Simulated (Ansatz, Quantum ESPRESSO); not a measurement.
# Sn chain with one atom pushed 1.0 Å aside at constant bond length: ballistic transmission, part 2 of 4

Wanted: the transmission near the Fermi level and the conductance of this junction: Sn chain with one atom pushed 1.0 Å aside at constant bond length.

Quantum ESPRESSO 7.5; plane-wave DFT, LDA, GBRV ultrasoft pseudopotentials; cross-check by Ansatz 0.2.0 with PAW datasets.

So far. Step 2 (Self-consistent run): The run needed 20 iterations to bring the estimated error under 1e-07 Ry; the largest force on any atom, held or free, is 0.14 eV/Å.

### Step 3. The open system

Level of this step: transmission by pwcond, lead and junction from one cell; plane-wave DFT, LDA, GBRV ultrasoft pseudopotentials (Quantum ESPRESSO).

prefixt takes both regions from one run: the lead from 0 to bdl, the scattering region from bdl to bds (units of alat). ikind = 1 puts the same lead on both sides. The program's T_tot counts both spins in a run without spin; the tables below give T per spin.

cond.in

```
&inputcond
  outdir = './out'
  prefixt = 'scf'
  tran_file = 'cond.dat'
  bdl = 0.7333333333
  bds = 3.9831300507
  ikind = 1
  ewind = 4.0
  epsproj = 1e-05
  nz1 = 7
  energy0 = 2.0
  denergy = -0.1
/
1
  0.00000000 0.00000000 1.00000000
41
```

Started as:

```sh
> OMP_NUM_THREADS=1 mpirun -n 4 pwcond.x -in cond.in > cond.out
```

The log of the run:

```text
[banner, memory and clock lines left out]
Program PWCOND v.7.5 starts

          URL

     ./out/scf.save/

     IMPORTANT: XC functional enforced from input :
     Exchange-correlation= PZ
                           (   1   1   0   0   0   0   0)
     Any further DFT definition will be discarded
     Please, verify this is what you really want

     negative rho (up, down):  5.986E-06 0.000E+00
     Reading collected, re-writing distributed wavefunctions

===== INPUT FILE containing all the regions =====

     GEOMETRY:

     lattice parameter (alat)  =      14.1729  a.u.
     the volume                =   11339.7865 (a.u.)^3
     the cross section         =     200.8724 (a.u.)^2
     l of the unit cell        =       3.9831 (alat)
     number of atoms/cell      =           11
     number of atomic types    =            1

     crystal axes: (cart. coord. in units of alat)
               a(1) = (  1.0000  0.0000  0.0000 )
               a(2) = (  0.0000  1.0000  0.0000 )
               a(3) = (  0.0000  0.0000  3.9831 )

   Cartesian axes

     site n.     atom                  positions (alat units)
          1        Sn     tau(  1)=(  0.5000  0.5000  3.9831  )
          2        Sn     tau(  2)=(  0.5000  0.5000  0.3667  )
          3        Sn     tau(  3)=(  0.5000  0.5000  0.7333  )
          4        Sn     tau(  4)=(  0.5000  0.5000  1.1000  )
          5        Sn     tau(  5)=(  0.5000  0.5000  1.4667  )
          6        Sn     tau(  6)=(  0.6333  0.5000  1.8082  )
          7        Sn     tau(  7)=(  0.5000  0.5000  2.1498  )
          8        Sn     tau(  8)=(  0.5000  0.5000  2.5165  )
          9        Sn     tau(  9)=(  0.5000  0.5000  2.8831  )
         10        Sn     tau( 10)=(  0.5000  0.5000  3.2498  )
         11        Sn     tau( 11)=(  0.5000  0.5000  3.6165  )

     nr1s                      =           54
     nr2s                      =           54
     nr3s                      =          216
     nr1sx                     =           54
     nr2sx                     =           54
     nr3sx                     =          216
     nr1                       =           60
     nr2                       =           60
     nr3                       =          240
     nr1x                      =           60
     nr2x                      =           60
     nr3x                      =          240

 _______________________________
  Radii of nonlocal spheres:

     type       ibeta     ang. mom.          radius (alat units)
       Sn         1         0                    0.1513
       Sn         2         0                    0.1513
       Sn         3         1                    0.1513
       Sn         4         1                    0.1513
       Sn         5         2                    0.1513
       Sn         6         2                    0.1513
----- General information -----

--- T calc. with identical leads (ikind=1) ---

     nrx                       =           54
     nry                       =           54
     nz1                       =            7

     energy0               =         2.0E+00
     denergy               =        -1.0E-01
     nenergy               =         41
     ecut2d                =         3.4E+01
     ewind                 =         4.0E+00
     epsproj               =         1.0E-05

     number of k_|| points=    1
                       cryst. coord.
        k(    1) = (   0.0000000   0.0000000), wk =   1.0000000
----- Information about left/right lead -----

     nocros                   =           18
     noins                    =           18
     norb                     =           54
     norbf                    =          180
     nrz                      =           40

      iorb      type   ibeta   ang. mom.   m       position (alat)
        1        1       1        0        1   taunew(   1)=(  0.5000  0.5000  0.0000)
        2        1       2        0        1   taunew(   2)=(  0.5000  0.5000  0.0000)
        3        1       3        1        1   taunew(   3)=(  0.5000  0.5000  0.0000)
        4        1       3        1        2   taunew(   4)=(  0.5000  0.5000  0.0000)
        5        1       3        1        3   taunew(   5)=(  0.5000  0.5000  0.0000)
        6        1       4        1        1   taunew(   6)=(  0.5000  0.5000  0.0000)
        7        1       4        1        2   taunew(   7)=(  0.5000  0.5000  0.0000)
        8        1       4        1        3   taunew(   8)=(  0.5000  0.5000  0.0000)
        9        1       5        2        1   taunew(   9)=(  0.5000  0.5000  0.0000)
       10        1       5        2        2   taunew(  10)=(  0.5000  0.5000  0.0000)
       11        1       5        2        3   taunew(  11)=(  0.5000  0.5000  0.0000)
       12        1       5        2        4   taunew(  12)=(  0.5000  0.5000  0.0000)
       13        1       5        2        5   taunew(  13)=(  0.5000  0.5000  0.0000)
       14        1       6        2        1   taunew(  14)=(  0.5000  0.5000  0.0000)
       15        1       6        2        2   taunew(  15)=(  0.5000  0.5000  0.0000)
       16        1       6        2        3   taunew(  16)=(  0.5000  0.5000  0.0000)
       17        1       6        2        4   taunew(  17)=(  0.5000  0.5000  0.0000)
       18        1       6        2        5   taunew(  18)=(  0.5000  0.5000  0.0000)
       19        1       1        0        1   taunew(  19)=(  0.5000  0.5000  0.3667)
       20        1       2        0        1   taunew(  20)=(  0.5000  0.5000  0.3667)
       21        1       3        1        1   taunew(  21)=(  0.5000  0.5000  0.3667)
       22        1       3        1        2   taunew(  22)=(  0.5000  0.5000  0.3667)
       23        1       3        1        3   taunew(  23)=(  0.5000  0.5000  0.3667)
       24        1       4        1        1   taunew(  24)=(  0.5000  0.5000  0.3667)
       25        1       4        1        2   taunew(  25)=(  0.5000  0.5000  0.3667)
       26        1       4        1        3   taunew(  26)=(  0.5000  0.5000  0.3667)
       27        1       5        2        1   taunew(  27)=(  0.5000  0.5000  0.3667)
       28        1       5        2        2   taunew(  28)=(  0.5000  0.5000  0.3667)
       29        1       5        2        3   taunew(  29)=(  0.5000  0.5000  0.3667)
       30        1       5        2        4   taunew(  30)=(  0.5000  0.5000  0.3667)
       31        1       5        2        5   taunew(  31)=(  0.5000  0.5000  0.3667)
       32        1       6        2        1   taunew(  32)=(  0.5000  0.5000  0.3667)
       33        1       6        2        2   taunew(  33)=(  0.5000  0.5000  0.3667)
[...]
168        1       4        1        1   taunew( 168)=(  0.5000  0.5000  3.2498)
      169        1       4        1        2   taunew( 169)=(  0.5000  0.5000  3.2498)
      170        1       4        1        3   taunew( 170)=(  0.5000  0.5000  3.2498)
      171        1       5        2        1   taunew( 171)=(  0.5000  0.5000  3.2498)
      172        1       5        2        2   taunew( 172)=(  0.5000  0.5000  3.2498)
      173        1       5        2        3   taunew( 173)=(  0.5000  0.5000  3.2498)
      174        1       5        2        4   taunew( 174)=(  0.5000  0.5000  3.2498)
      175        1       5        2        5   taunew( 175)=(  0.5000  0.5000  3.2498)
      176        1       6        2        1   taunew( 176)=(  0.5000  0.5000  3.2498)
      177        1       6        2        2   taunew( 177)=(  0.5000  0.5000  3.2498)
      178        1       6        2        3   taunew( 178)=(  0.5000  0.5000  3.2498)
      179        1       6        2        4   taunew( 179)=(  0.5000  0.5000  3.2498)
      180        1       6        2        5   taunew( 180)=(  0.5000  0.5000  3.2498)
 ngper, shell number =          545          70
 ngper, n2d =          545         173
---  E-Ef =    2.0000000  k =    0.0000000   0.0000000
---  ie =          1  ik =          1
 Nchannels of the left tip =            3
 Right moving states:
   k1(2pi/a)   k2(2pi/a)   E-Ef (eV)
  -0.2546580   0.0000160   2.0000000
  -0.2557566   0.0000145   2.0000000
   0.3732325   0.0000142   2.0000000
 Left moving states:
   k1(2pi/a)   k2(2pi/a)   E-Ef (eV)
   0.2546580   0.0000160   2.0000000
   0.2557566   0.0000145   2.0000000
  -0.3732325   0.0000142   2.0000000

 to transmit
 Band j to band i transmissions and reflections:
    j         i     |T_ij|^2    |R_ij|^2

    1 -->     1     0.32481     0.30016
    1 -->     2     0.00000     0.00000
    1 -->     3     0.31541     0.05963
   Total T_j, R_j =    0.64022  0.35978

    2 -->     1     0.00000     0.00000
    2 -->     2     0.99677     0.00323
    2 -->     3     0.00000     0.00000
   Total T_j, R_j =    0.99677  0.00323

    3 -->     1     0.31527     0.05963
    3 -->     2     0.00000     0.00000
    3 -->     3     0.59392     0.03119
   Total T_j, R_j =    0.90919  0.09081

E-Ef(ev), T(x2 spins) =    2.0000000   5.0923389
---  E-Ef =    1.9000000  k =    0.0000000   0.0000000
---  ie =          2  ik =          1
 Nchannels of the left tip =            3
 Right moving states:
   k1(2pi/a)   k2(2pi/a)   E-Ef (eV)
  -0.2702101   0.0000162   1.9000000
  -0.2713053   0.0000146   1.9000000
   0.3666368   0.0000142   1.9000000
 Left moving states:
   k1(2pi/a)   k2(2pi/a)   E-Ef (eV)
   0.2702101   0.0000162   1.9000000
   0.2713053   0.0000146   1.9000000
  -0.3666368   0.0000142   1.9000000

 to transmit
 Band j to band i transmissions and reflections:
    j         i     |T_ij|^2    |R_ij|^2

    1 -->     1     0.33949     0.25718
    1 -->     2     0.00000     0.00000
    1 -->     3     0.35395     0.04938
   Total T_j, R_j =    0.69344  0.30656

    2 -->     1     0.00000     0.00000
    2 -->     2     0.99730     0.00270
    2 -->     3     0.00000     0.00000
   Total T_j, R_j =    0.99730  0.00270

    3 -->     1     0.35407     0.04939
    3 -->     2     0.00000     0.00000
    3 -->     3     0.56284     0.03371
   Total T_j, R_j =    0.91690  0.08310

E-Ef(ev), T(x2 spins) =    1.9000000   5.2152884
---  E-Ef =    1.8000000  k =    0.0000000   0.0000000
---  ie =          3  ik =          1
 Nchannels of the left tip =            3
 Right moving states:
   k1(2pi/a)   k2(2pi/a)   E-Ef (eV)
  -0.2857764   0.0000163   1.8000000
  -0.2868716   0.0000148   1.8000000
   0.3600179   0.0000142   1.8000000
 Left moving states:
   k1(2pi/a)   k2(2pi/a)   E-Ef (eV)
   0.2857764   0.0000163   1.8000000
   0.2868716   0.0000148   1.8000000
  -0.3600180   0.0000142   1.8000000

 to transmit
 Band j to band i transmissions and reflections:
    j         i     |T_ij|^2    |R_ij|^2

    1 -->     1     0.34888     0.21940
    1 -->     2     0.00000     0.00000
    1 -->     3     0.39203     0.03969
   Total T_j, R_j =    0.74092  0.25908

    2 -->     1     0.00000     0.00000
    2 -->     2     0.99780     0.00219
    2 -->     3     0.00000     0.00000
   Total T_j, R_j =    0.99781  0.00219

    3 -->     1     0.39265     0.03969
    3 -->     2     0.00000     0.00000
    3 -->     3     0.53153     0.03613
   Total T_j, R_j =    0.92418  0.07582

E-Ef(ev), T(x2 spins) =    1.8000000   5.3258121
[... further energies and points left out ...]
---  E-Ef =   -1.8000000  k =    0.0000000   0.0000000
---  ie =         39  ik =          1
 Nchannels of the left tip =            1
 Right moving states:
   k1(2pi/a)   k2(2pi/a)   E-Ef (eV)
   0.0971436   0.0000144  -1.8000000
 Left moving states:
   k1(2pi/a)   k2(2pi/a)   E-Ef (eV)
  -0.0971436   0.0000144  -1.8000000

 to transmit
 Band j to band i transmissions and reflections:
    j         i     |T_ij|^2    |R_ij|^2

    1 -->     1     0.86112     0.13888
   Total T_j, R_j =    0.86112  0.13888

E-Ef(ev), T(x2 spins) =   -1.8000000   1.7222313
---  E-Ef =   -1.9000000  k =    0.0000000   0.0000000
---  ie =         40  ik =          1
 Nchannels of the left tip =            1
 Right moving states:
   k1(2pi/a)   k2(2pi/a)   E-Ef (eV)
   0.0886405   0.0000144  -1.9000000
 Left moving states:
   k1(2pi/a)   k2(2pi/a)   E-Ef (eV)
  -0.0886405   0.0000144  -1.9000000

 to transmit
 Band j to band i transmissions and reflections:
    j         i     |T_ij|^2    |R_ij|^2

    1 -->     1     0.87617     0.12383
   Total T_j, R_j =    0.87617  0.12383

E-Ef(ev), T(x2 spins) =   -1.9000000   1.7523480
---  E-Ef =   -2.0000000  k =    0.0000000   0.0000000
---  ie =         41  ik =          1
 Nchannels of the left tip =            1
 Right moving states:
   k1(2pi/a)   k2(2pi/a)   E-Ef (eV)
   0.0799728   0.0000144  -2.0000000
 Left moving states:
   k1(2pi/a)   k2(2pi/a)   E-Ef (eV)
  -0.0799728   0.0000144  -2.0000000

 to transmit
 Band j to band i transmissions and reflections:
    j         i     |T_ij|^2    |R_ij|^2

    1 -->     1     0.88822     0.11178
   Total T_j, R_j =    0.88822  0.11178

E-Ef(ev), T(x2 spins) =   -2.0000000   1.7764389
   T_tot     2.00000      0.50923E+01
   T_tot     1.90000      0.52153E+01
   T_tot     1.80000      0.53258E+01
   T_tot     1.70000      0.54232E+01
   T_tot     1.60000      0.55068E+01
   T_tot     1.50000      0.55652E+01
   T_tot     1.40000      0.56475E+01
   T_tot     1.30000      0.56939E+01
   T_tot     1.20000      0.57322E+01
   T_tot     1.10000      0.57620E+01
   T_tot     1.00000      0.57837E+01
   T_tot     0.90000      0.57977E+01
   T_tot     0.80000      0.58038E+01
   T_tot     0.70000      0.58017E+01
   T_tot     0.60000      0.57855E+01
   T_tot     0.50000      0.57895E+01
   T_tot     0.40000      0.57666E+01
   T_tot     0.30000      0.57390E+01
   T_tot     0.20000      0.57066E+01
   T_tot     0.10000      0.56691E+01
   T_tot    -0.00000      0.56255E+01
   T_tot    -0.10000      0.55731E+01
   T_tot    -0.20000      0.55065E+01
   T_tot    -0.30000      0.54166E+01
   T_tot    -0.40000      0.52929E+01
   T_tot    -0.50000      0.51286E+01
   T_tot    -0.60000      0.49156E+01
   T_tot    -0.70000      0.45640E+01
   T_tot    -0.80000      0.29492E+01
   T_tot    -0.90000      0.83145E+00
   T_tot    -1.00000      0.10371E+01
   T_tot    -1.10000      0.12018E+01
   T_tot    -1.20000      0.13321E+01
   T_tot    -1.30000      0.14356E+01
   T_tot    -1.40000      0.15185E+01
   T_tot    -1.50000      0.15856E+01
   T_tot    -1.60000      0.16404E+01
   T_tot    -1.70000      0.16853E+01
   T_tot    -1.80000      0.17222E+01
   T_tot    -1.90000      0.17523E+01
   T_tot    -2.00000      0.17764E+01

Note: The following floating-point exceptions are signalling: IEEE_UNDERFLOW_FLAG
Note: The following floating-point exceptions are signalling: IEEE_UNDERFLOW_FLAG
Note: The following floating-point exceptions are signalling: IEEE_UNDERFLOW_FLAG
Note: The following floating-point exceptions are signalling: IEEE_UNDERFLOW_FLAG
```

Run time: 3.4 min. Hardware: 4 MPI ranks of Arm Neoverse V2, shared host; peak memory 0.5 GiB; 14 min of CPU time.

This step gave:

```
lead channels at the Fermi level, one spin : 3
transmission at the Fermi level, one spin  : 2.813
conductance                                : 2.813 G₀
```

Per spin. Table of open channels by energy, zero at the Fermi level:

energy (eV), open channels and a bar from the least value:
```
    -2.00       1.00 
    -1.90       1.00 
    -1.80       1.00 
    -1.70       1.00 
    -1.60       1.00 
    -1.50       1.00 
    -1.40       1.00 
    -1.20       1.00 
    -1.10       1.00 
    -1.00       1.00 
    -0.90       1.00 
    -0.80       3.00 ##############################
    -0.70       3.00 ##############################
    -0.60       3.00 ##############################
    -0.50       3.00 ##############################
    -0.40       3.00 ##############################
    -0.30       3.00 ##############################
    -0.20       3.00 ##############################
    -0.10       3.00 ##############################
     0.00       3.00 ##############################
     0.10       3.00 ##############################
     0.20       3.00 ##############################
     0.30       3.00 ##############################
     0.40       3.00 ##############################
     0.50       3.00 ##############################
     0.60       3.00 ##############################
     0.70       3.00 ##############################
     0.80       3.00 ##############################
     0.90       3.00 ##############################
     1.00       3.00 ##############################
     1.10       3.00 ##############################
     1.20       3.00 ##############################
     1.40       3.00 ##############################
     1.50       3.00 ##############################
     1.60       3.00 ##############################
     1.70       3.00 ##############################
     1.80       3.00 ##############################
     1.90       3.00 ##############################
     2.00       3.00 ##############################
```

Per spin. The transmission by energy, zero at the Fermi level:

energy (eV), transmission and a bar from the least value:
```
    -2.00       0.89 ######
    -1.80       0.86 #####
    -1.60       0.82 #####
    -1.40       0.76 ####
    -1.20       0.67 ###
    -1.00       0.52 #
    -0.90       0.42 
    -0.70       2.28 #######################
    -0.50       2.56 ##########################
    -0.30       2.71 ############################
    -0.10       2.79 #############################
     0.00       2.81 #############################
     0.10       2.83 #############################
     0.30       2.87 ##############################
     0.50       2.89 ##############################
     0.70       2.90 ##############################
     0.80       2.90 ##############################
     0.90       2.90 ##############################
     1.00       2.89 ##############################
     1.20       2.87 ##############################
     1.40       2.82 #############################
     1.60       2.75 ############################
     1.80       2.66 ###########################
     2.00       2.55 ##########################
```

The program's own clock; routines nest. Time by routine:

```csv
routine,wall time (s),calls
PWCOND,204.6,1
scatter_forw,165,82
compbs,25.67,41
compbs_2,21.06,41
local,9.09,1
init,0.69,1
poten,0.09,1
```

At no point does T exceed the number of channels.

(Continued in part 3 of 4.)

[Logs are printed without paths, hosts, clocks, repeated set-up lines and the standing remarks that a program may print on its own settings, such as how far it seeks lower states.]

[Hosts, paths, dates, database ids (printed as entryN), source tags and the programs' standing remarks are cut or masked in the printed files.]

[Maps of the electrostatic potential energy from Ansatz leave out the sawtooth potential of an applied field or a dipole correction, so their vacuum need not be flat; planar profiles and work functions include it.]
